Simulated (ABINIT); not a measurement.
# GaAs (F-43m): a self-consistent loop beyond G0W0, cycle by cycle

Wanted: G0W0 and self-consistent gaps of GaAs (F-43m), with the cost of the cycles.

Program: ABINIT 10.8.3. Level of theory: LDA and many-body steps on it, plane waves. Results are calculated unless marked as measured.

**What was measured.**

- Gap 1.51 eV: band-edge emission energy from PL (direct gap at Gamma); photoluminescence, 633 nm excitation; 77 K; bulk crystal (MBE GaAs matrix around a thin InAs wetting layer on semi-insulating GaAs (100)) (“Photoluminescence of InAs/GaAs quantum dots under direct two-photon excitation”, 2020, pmc:7331710).

- Gap 1.418 ± 0.005 eV: direct gap E0 at Gamma from PR; modulated photoreflectance, low-field lineshape fit; 300 K; bulk crystal (semi-insulating GaAs(001) reference substrate) (“Evidence of valence band perturbations in GaAsN/GaAs(001): A combined variable-angle spectroscopic ellipsometry and modulated photoreflectance investigation”, 2008, arxiv:0805.2212).

- Gap 1.42 eV: fundamental direct gap E0 at Gamma, seen as sharp points in Psi and Delta; spectroscopic ellipsometry; 300 K; bulk crystal (semi-insulating GaAs (100) substrate) (“Ellipsometric study of the Electronic Structure of GaMnAs and LT-GaAs”, 2004, arxiv:cond-mat/0404304).

- Gap 1.412 ± 0.01 eV: direct gap E0 at Gamma from ellipsometry; variable-angle spectroscopic ellipsometry, parametric critical-point fit; 300 K; bulk crystal (semi-insulating GaAs(001) reference substrate with native oxide) (“Evidence of valence band perturbations in GaAsN/GaAs(001): A combined variable-angle spectroscopic ellipsometry and modulated photoreflectance investigation”, 2008, arxiv:0805.2212).

Most raw output is cut from this account.

## 1. Starting point

The structure is cubic, space group F-43m (No. 216). The conventional cell has a = 5.654 Å, b = 5.654 Å, c = 5.654 Å, α = 90.00°, β = 90.00°, γ = 90.00°. Nearest to Ga lie 4 As at 2.45 Å. Nearest to As lie 4 Ga at 2.45 Å. Farther neighbours are not listed.

The cell and positions come from the Crystallography Open Database and are kept as given unless a step says otherwise.

## 2. Empty states on the mesh, 4×4×4 mesh, 247 bands

This step: ABINIT 10.8.3; DFT, LDA, plane waves, norm-conserving pseudopotentials.

The sums over transitions need many empty states on a uniform mesh; this step solves for them.

Contents of run.abi:

```
acell 3*1.0 Angstrom
rprim 
  0.000000000000 2.826850000000 2.826850000000
  2.826850000000 0.000000000000 2.826850000000
  2.826850000000 2.826850000000 0.000000000000
ntypat 2
znucl 31 33
natom 2
typat 1 2
xred 
  0.000000000000 0.000000000000 0.000000000000
  0.250000000000 0.250000000000 0.250000000000
pp_dirpath "pseudos"
pseudos "Ga.upf, As.upf"
ecut 45
ngkpt 4 4 4
nshiftk 1
shiftk 0 0 0
kptopt 1
chksymbreak 0
irdden 1
istwfk *1
nband 247
prtvol 0
optdriver 6
gwr_task "HDIAGO"
paral_kgb 0
occopt 1
indata_prefix "in"
outdata_prefix "out"
tmpdata_prefix "tmp"
```

The run is started by

```sh
> OMP_NUM_THREADS=1 mpirun -n 4 abinit run.abi > log
```

Run time: 2.1 min. Hardware: 4 MPI ranks of Arm Neoverse V1, shared host; peak memory 4.4 GiB.

Numbers from this step:

```yaml
gap: 0.2656 eV
k_of_the_valence_top: 0, 0, 0
k_of_the_conduction_bottom: 0, 0, 0
least_direct_gap: 0.2656 eV
k_points_computed: 8
lowest_point_of_the_top_converged_band_above_the_valence_top: 153.4332 eV
```

On this mesh the gap is 0.266 eV.

The density comes from a self-consistent run that is not shown.

## 3. Screening, 4×4×4 mesh, 239 bands, screening to 244.9 eV

The RPA dielectric matrix is built and inverted for each q.

This step: RPA screening on LDA, plane waves, norm-conserving pseudopotentials.

Changes to run.abi since step 2:

```diff
@@ -20,10 +20,11 @@
 chksymbreak 0
-irdden 1
 istwfk *1
-nband 247
-prtvol 0
-optdriver 6
-gwr_task "HDIAGO"
-paral_kgb 0
 occopt 1
+irdwfk 1
+optdriver 3
+nband 239
+ecuteps 9
+inclvkb 2
+awtr 1
+symchi 1
 indata_prefix "in"
```

Run time: 4.6 min. Hardware: 4 MPI ranks; peak memory 2.3 GiB.

This step gave:

| Quantity | Value |
| --- | --- |
| ε∞ with local fields, on this mesh, along the program's q direction | 820.8 |
| the same without local fields | 897.2 |
| plasma frequency | 36.65 eV |
| plane waves in the screening matrix | 411 |

Local fields lower ε∞ by 9 %. The value itself is an artefact of the mesh, where one narrow direct gap carries too much weight.

## 4. G0W0

The self-energy is evaluated for the states that the input lists, and the levels follow from it, in one-shot runs by the linearised quasiparticle equation.

This step: G0W0 on LDA, plane waves, norm-conserving pseudopotentials.

Changes to run.abi since step 3:

```diff
@@ -23,8 +23,19 @@
 irdwfk 1
-optdriver 3
+optdriver 4
 nband 239
+gwcalctyp 0
+ecutsigx 45
+symsigma 1
+nkptgw 3
+kptgw 
+  0.0000000000 0.0000000000 0.0000000000
+  0.5000000000 0.0000000000 0.0000000000
+  0.5000000000 0.5000000000 0.0000000000
+bdgw 
+  20 26
+  21 25
+  21 24
 ecuteps 9
-inclvkb 2
-awtr 1
-symchi 1
+irdscr 1
+ppmodel 1
 indata_prefix "in"
```

Wall time 90 s (4 MPI ranks); peak memory 2.2 GiB; 6 min of CPU time.

This step gave:

| Property | Result |
| --- | --- |
| G0W0 gap on the points computed | 1.093 eV |
| starting gap on the mesh | 0.2656 eV |
| k of the valence top | 0, 0, 0 |
| k of the conduction bottom | 0, 0, 0 |
| Z at the valence top | 0.8 |
| Z at the conduction bottom | 0.803 |
| least direct G0W0 gap on the computed points | 1.093 eV |

The gap on the mesh goes from 0.27 eV to 1.09 eV, a correction of +0.83 eV.

## 5. evGW0, cycle 1

This step: evGW0 on LDA, plane waves, norm-conserving pseudopotentials.

Changes to run.abi since step 4:

```diff
@@ -25,14 +25,24 @@
 nband 239
-gwcalctyp 0
+gwcalctyp 10
 ecutsigx 45
 symsigma 1
-nkptgw 3
+nkptgw 8
 kptgw 
   0.0000000000 0.0000000000 0.0000000000
+  0.2500000000 0.0000000000 0.0000000000
   0.5000000000 0.0000000000 0.0000000000
+  0.2500000000 0.2500000000 0.0000000000
+  0.5000000000 0.2500000000 0.0000000000
+  -0.2500000000 0.2500000000 0.0000000000
   0.5000000000 0.5000000000 0.0000000000
+  -0.2500000000 0.5000000000 0.2500000000
 bdgw 
   20 26
-  21 25
-  21 24
+  20 26
+  20 26
+  20 26
+  20 26
+  20 26
+  20 26
+  20 26
 ecuteps 9
```

Elapsed: 9.1 min, on 4 MPI ranks; peak memory 2.4 GiB; 36 min of CPU time.

Numbers from this step:

```
quasiparticle gap on the mesh                         : 1.296 eV
gap of the density functional on the mesh             : 0.2656 eV
k of the valence top                                  : 0, 0, 0
k of the conduction bottom                            : 0, 0, 0
Z at the valence top                                  : 0.8
Z at the conduction bottom                            : 0.803
least direct quasiparticle gap on the computed points : 1.296 eV
```

Against G0W0 in ABINIT (4×4×4 mesh, 239 bands, screening to 244.9 eV, Godby-Needs plasmon pole), the gap moves by +0.203 eV. This first cycle still uses the starting levels; it takes the full correction, at all points of the mesh, and its linearised value is 1.093 eV.

## 6. evGW0, cycle 2

The corrected levels of the last cycle go back in.

Changes to run.abi since step 5:

```diff
@@ -50,2 +50,3 @@
 ppmodel 1
+irdqps 1
 indata_prefix "in"
```

Elapsed: 9.1 min, on 4 MPI ranks; peak memory 2.4 GiB; 36 min of CPU time.

Numbers from this step:

```
quasiparticle gap on the mesh                         : 1.156 eV
gap of the density functional on the mesh             : 0.2656 eV
k of the valence top                                  : 0, 0, 0
k of the conduction bottom                            : 0, 0, 0
least direct quasiparticle gap on the computed points : 1.156 eV
```

Against the cycle before, the gap moves by −0.140 eV.

## 7. evGW0, cycle 3

run.abi is that of step 6.

Wall time 9.1 min (4 MPI ranks); peak memory 2.4 GiB; 36 min of CPU time.

Numbers from this step:

| Item | Value |
| --- | --- |
| quasiparticle gap on the mesh | 1.175 eV |
| gap of the density functional on the mesh | 0.2656 eV |
| k of the valence top | 0, 0, 0 |
| k of the conduction bottom | 0, 0, 0 |
| least direct quasiparticle gap on the computed points | 1.175 eV |

Against the cycle before, the gap moves by +0.019 eV.

## 8. evGW0, cycle 4

run.abi is that of step 7.

Elapsed: 9 min, on 4 MPI ranks; peak memory 2.4 GiB.

This step gave:

```yaml
quasiparticle_gap_on_the_mesh: 1.173 eV
gap_of_the_density_functional_on_the_mesh: 0.2656 eV
k_of_the_valence_top: 0, 0, 0
k_of_the_conduction_bottom: 0, 0, 0
least_direct_quasiparticle_gap_on_the_computed_points: 1.173 eV
```

Against the cycle before, the gap moves by −0.002 eV.

## 9. Screening, 4×4×4 mesh, 239 bands, screening to 244.9 eV

This step: RPA screening on LDA, plane waves, norm-conserving pseudopotentials.

Contents of run.abi:

```
acell 3*1.0 Angstrom
rprim 
  0.000000000000 2.826850000000 2.826850000000
  2.826850000000 0.000000000000 2.826850000000
  2.826850000000 2.826850000000 0.000000000000
ntypat 2
znucl 31 33
natom 2
typat 1 2
xred 
  0.000000000000 0.000000000000 0.000000000000
  0.250000000000 0.250000000000 0.250000000000
pp_dirpath "pseudos"
pseudos "Ga.upf, As.upf"
ecut 45
ngkpt 4 4 4
nshiftk 1
shiftk 0 0 0
kptopt 1
chksymbreak 0
istwfk *1
occopt 1
irdwfk 1
optdriver 3
nband 239
ecuteps 9
inclvkb 2
awtr 1
symchi 1
gwcalctyp 10
mbpt_sciss 0.754 eV
nqptdm 1
qptdm 
  0 0 0
indata_prefix "in"
outdata_prefix "out"
tmpdata_prefix "tmp"
```

Elapsed: 30 s, on 4 MPI ranks; peak memory 2.2 GiB.

This step gave:

```yaml
eps_infinity_with_local_fields_on_this_mesh_along_the_program_s_q_direction: 241.3
the_same_without_local_fields: 248.7
plasma_frequency: 36.65 eV
plane_waves_in_the_screening_matrix: 411
```

This screening uses the functional's bands under a rigid shift, the mean opening of the cycle before.

## 10. Screening, 4×4×4 mesh, 239 bands, screening to 244.9 eV

This step: RPA screening on LDA from quasiparticle energies, plane waves, norm-conserving pseudopotentials.

Changes to run.abi since step 9:

```diff
@@ -29,7 +29,13 @@
 symchi 1
+irdqps 1
 gwcalctyp 10
-mbpt_sciss 0.754 eV
-nqptdm 1
+nqptdm 7
 qptdm 
-  0 0 0
+  0.2500000000 0.0000000000 0.0000000000
+  0.5000000000 0.0000000000 0.0000000000
+  0.2500000000 0.2500000000 0.0000000000
+  0.5000000000 0.2500000000 0.0000000000
+  -0.2500000000 0.2500000000 0.0000000000
+  0.5000000000 0.5000000000 0.0000000000
+  -0.2500000000 0.5000000000 0.2500000000
 indata_prefix "in"
```

Contents of mrgscr.stdin:

```
2
merged
q0_SCR
out_SCR
1
```

The run is started by

```sh
> OMP_NUM_THREADS=1 mpirun -n 4 abinit run.abi > log; mrgscr < mrgscr.stdin
```

Elapsed: 3.8 min, on 4 MPI ranks; peak memory 2.3 GiB.

This step gave:

- plasma frequency: 36.65 eV
- plane waves in the screening matrix: 411

This screening reads the quasiparticle levels of the cycle before.

## 11. evGW, cycle 1

This step: evGW on LDA, plane waves, norm-conserving pseudopotentials.

Changes to run.abi since step 10:

```diff
@@ -23,12 +23,10 @@
 irdwfk 1
-optdriver 3
+optdriver 4
 nband 239
-ecuteps 9
-inclvkb 2
-awtr 1
-symchi 1
-irdqps 1
 gwcalctyp 10
-nqptdm 7
-qptdm 
+ecutsigx 45
+symsigma 1
+nkptgw 8
+kptgw 
+  0.0000000000 0.0000000000 0.0000000000
   0.2500000000 0.0000000000 0.0000000000
@@ -40,2 +38,15 @@
   -0.2500000000 0.5000000000 0.2500000000
+bdgw 
+  20 26
+  20 26
+  20 26
+  20 26
+  20 26
+  20 26
+  20 26
+  20 26
+ecuteps 9
+irdscr 1
+ppmodel 1
+irdqps 1
 indata_prefix "in"
```

The run is started by

```sh
> OMP_NUM_THREADS=1 mpirun -n 4 abinit run.abi > log
```

The job ended after 9.1 min (4 MPI ranks; peak memory 2.4 GiB).

Numbers from this step:

| Item | Value |
| --- | --- |
| quasiparticle gap on the mesh | 1.215 eV |
| gap of the density functional on the mesh | 0.2656 eV |
| k of the valence top | 0, 0, 0 |
| k of the conduction bottom | 0, 0, 0 |
| least direct quasiparticle gap on the computed points | 1.215 eV |

Against G0W0 in ABINIT (4×4×4 mesh, 239 bands, screening to 244.9 eV, Godby-Needs plasmon pole), the gap moves by +0.122 eV.

## 12. Screening, 4×4×4 mesh, 239 bands, screening to 244.9 eV

This step: RPA screening on LDA, plane waves, norm-conserving pseudopotentials.

Contents of run.abi:

```
acell 3*1.0 Angstrom
rprim 
  0.000000000000 2.826850000000 2.826850000000
  2.826850000000 0.000000000000 2.826850000000
  2.826850000000 2.826850000000 0.000000000000
ntypat 2
znucl 31 33
natom 2
typat 1 2
xred 
  0.000000000000 0.000000000000 0.000000000000
  0.250000000000 0.250000000000 0.250000000000
pp_dirpath "pseudos"
pseudos "Ga.upf, As.upf"
ecut 45
ngkpt 4 4 4
nshiftk 1
shiftk 0 0 0
kptopt 1
chksymbreak 0
istwfk *1
occopt 1
irdwfk 1
optdriver 3
nband 239
ecuteps 9
inclvkb 2
awtr 1
symchi 1
gwcalctyp 10
mbpt_sciss 0.831 eV
nqptdm 1
qptdm 
  0 0 0
indata_prefix "in"
outdata_prefix "out"
tmpdata_prefix "tmp"
```

Elapsed: 31 s, on 4 MPI ranks; peak memory 2.3 GiB; 2.1 min of CPU time.

This step gave:

```
ε∞ with local fields, on this mesh, along the program's q direction : 225.7
the same without local fields                                       : 232.4
plasma frequency                                                    : 36.65 eV
plane waves in the screening matrix                                 : 411
```

This screening uses the functional's bands under a rigid shift, the mean opening of the cycle before.

## 13. Screening, 4×4×4 mesh, 239 bands, screening to 244.9 eV

This step: RPA screening on LDA from quasiparticle energies, plane waves, norm-conserving pseudopotentials.

Changes to run.abi since step 12:

```diff
@@ -29,7 +29,13 @@
 symchi 1
+irdqps 1
 gwcalctyp 10
-mbpt_sciss 0.831 eV
-nqptdm 1
+nqptdm 7
 qptdm 
-  0 0 0
+  0.2500000000 0.0000000000 0.0000000000
+  0.5000000000 0.0000000000 0.0000000000
+  0.2500000000 0.2500000000 0.0000000000
+  0.5000000000 0.2500000000 0.0000000000
+  -0.2500000000 0.2500000000 0.0000000000
+  0.5000000000 0.5000000000 0.0000000000
+  -0.2500000000 0.5000000000 0.2500000000
 indata_prefix "in"
```

mrgscr.stdin is that of step 10.

The run is started by

```sh
> OMP_NUM_THREADS=1 mpirun -n 4 abinit run.abi > log; mrgscr < mrgscr.stdin
```

Elapsed: 4.1 min, on 4 MPI ranks; peak memory 2.3 GiB.

Numbers from this step:

- plasma frequency: 36.65 eV
- plane waves in the screening matrix: 411

This screening reads the quasiparticle levels of the cycle before.

## 14. evGW, cycle 2

This step: evGW on LDA, plane waves, norm-conserving pseudopotentials.

Changes to run.abi since step 13:

```diff
@@ -23,12 +23,10 @@
 irdwfk 1
-optdriver 3
+optdriver 4
 nband 239
-ecuteps 9
-inclvkb 2
-awtr 1
-symchi 1
-irdqps 1
 gwcalctyp 10
-nqptdm 7
-qptdm 
+ecutsigx 45
+symsigma 1
+nkptgw 8
+kptgw 
+  0.0000000000 0.0000000000 0.0000000000
   0.2500000000 0.0000000000 0.0000000000
@@ -40,2 +38,15 @@
   -0.2500000000 0.5000000000 0.2500000000
+bdgw 
+  20 26
+  20 26
+  20 26
+  20 26
+  20 26
+  20 26
+  20 26
+  20 26
+ecuteps 9
+irdscr 1
+ppmodel 1
+irdqps 1
 indata_prefix "in"
```

The run is started by

```sh
> OMP_NUM_THREADS=1 mpirun -n 4 abinit run.abi > log
```

Wall time 9.1 min (4 MPI ranks); peak memory 2.4 GiB; 36 min of CPU time.

Numbers from this step:

- quasiparticle gap on the mesh: 1.222 eV
- gap of the density functional on the mesh: 0.2656 eV
- k of the valence top: 0, 0, 0
- k of the conduction bottom: 0, 0, 0
- least direct quasiparticle gap on the computed points: 1.222 eV

Against the cycle before, the gap moves by +0.007 eV.

## 15. The runs together

Times are wall times on 4 MPI ranks of Arm Neoverse V1, shared host, good to a factor of about two. A run's time includes the screening step that it read.

```csv
run,mesh,bands,screening cutoff (eV),DFT gap (eV),gap on the mesh (eV),direct (eV),ε∞ used,time
G0W0,4×4×4,239,244.9,0.266,1.093,1.093,820.83,6.1 min
"evGW0, cycle 1",4×4×4,239,244.9,0.266,1.296,1.296,820.83,14 min
"evGW0, cycle 2",4×4×4,239,244.9,0.266,1.156,1.156,820.83,14 min
"evGW0, cycle 3",4×4×4,239,244.9,0.266,1.175,1.175,820.83,14 min
"evGW0, cycle 4",4×4×4,239,244.9,0.266,1.173,1.173,820.83,14 min
"evGW, cycle 1",4×4×4,239,244.9,0.266,1.215,1.215,241.26,13 min
"evGW, cycle 2",4×4×4,239,244.9,0.266,1.222,1.222,225.72,14 min
```

## 16. Results

```
G0W0           : 1.093 eV
evGW0, cycle 1 : 1.296 eV
evGW0, cycle 2 : 1.156 eV
evGW0, cycle 3 : 1.175 eV
evGW0, cycle 4 : 1.173 eV
evGW, cycle 1  : 1.215 eV
evGW, cycle 2  : 1.222 eV
known limits   : not at the basis limit; screening runs away on this mesh; no spin-orbit coupling; coarse k mesh
```

**Reading.** Only the bands that the input lists are updated; the others, empty or deep, keep the functional's energies or take a rigid shift. The evGW loop starts from the last levels of evGW0, so its cycles and time come on top of those. evGW0 ends at 1.17 eV, +0.08 eV from G0W0, after 4 cycles that took 36 min beside the first screening; the last moved the gap by 0.002 eV. evGW ends at 1.22 eV, +0.13 eV from G0W0, after 2 cycles that took 27 min beside the first screening; the last moved the gap by 0.007 eV. The first cycle of evGW0 takes the full correction, without the factor Z, so it overshoots the one-shot value. Against experiment, by evGW, cycle 2: the direct gap of 1.22 eV lies −0.29 eV from the measured 1.51 eV (exciton, 77 K, 2020); the direct gap of 1.22 eV lies −0.20 eV from the measured 1.418 ± 0.005 eV (direct, 300 K, 2008); the direct gap of 1.22 eV lies −0.20 eV from the measured 1.42 eV (direct, 300 K, 2004); the direct gap of 1.22 eV lies −0.19 eV from the measured 1.412 ± 0.01 eV (direct, 300 K, 2008). An exciton line or allowed optical edge lies below the quasiparticle gap by the binding energy; a forbidden edge can push the onset above it. These are gaps on the mesh, at modest bands and cutoff. The calculation has static nuclei and no excitons; a measured gap holds zero-point and thermal motion, which mostly lowers it. Bands and cutoff are finite, so the gap is not at the basis limit. The miss can reach some tenths of an eV and take either sign; the mesh is an error of its own. The 4×4×4 mesh is coarse for this cell, which bears on the long-range parts of exchange and screening. On this mesh the RPA ε∞ passes 90, more than nearly any semiconductor shows; a coarse mesh does this where one point with a narrow direct gap carries much weight. The screening is then too strong, and the G0W0 gap should not be taken as the material's. In the updated screening the q = 0 part is built from Kohn-Sham bands under a rigid shift, the other q from the quasiparticle levels. The many-body steps are scalar-relativistic: spin-orbit coupling is not in them.

[Paths, hosts, dates, memory and timing lines, banners, echoed tables and standing remarks are left out of the program output.]

[Logs are printed without paths, hosts, clocks, repeated set-up lines and the standing remarks that a program may print on its own settings, such as how far it seeks lower states.]

[Runs of the session that timed out or met a known fault of the program may be left out.]

[Hosts, paths, dates, database ids (printed as entryN), source tags and the programs' standing remarks are cut or masked in the printed files.]

[G0W0 gaps are taken among the corrected bands and points alone; a level outside them can change the order at an edge.]

[Where Ansatz stands beside ABINIT at settings called matched, ABINIT's density can come from a denser mesh and the files from another edition; pairs whose starting gaps differed by over 0.03 eV were left out, so agreement reads better than it is.]
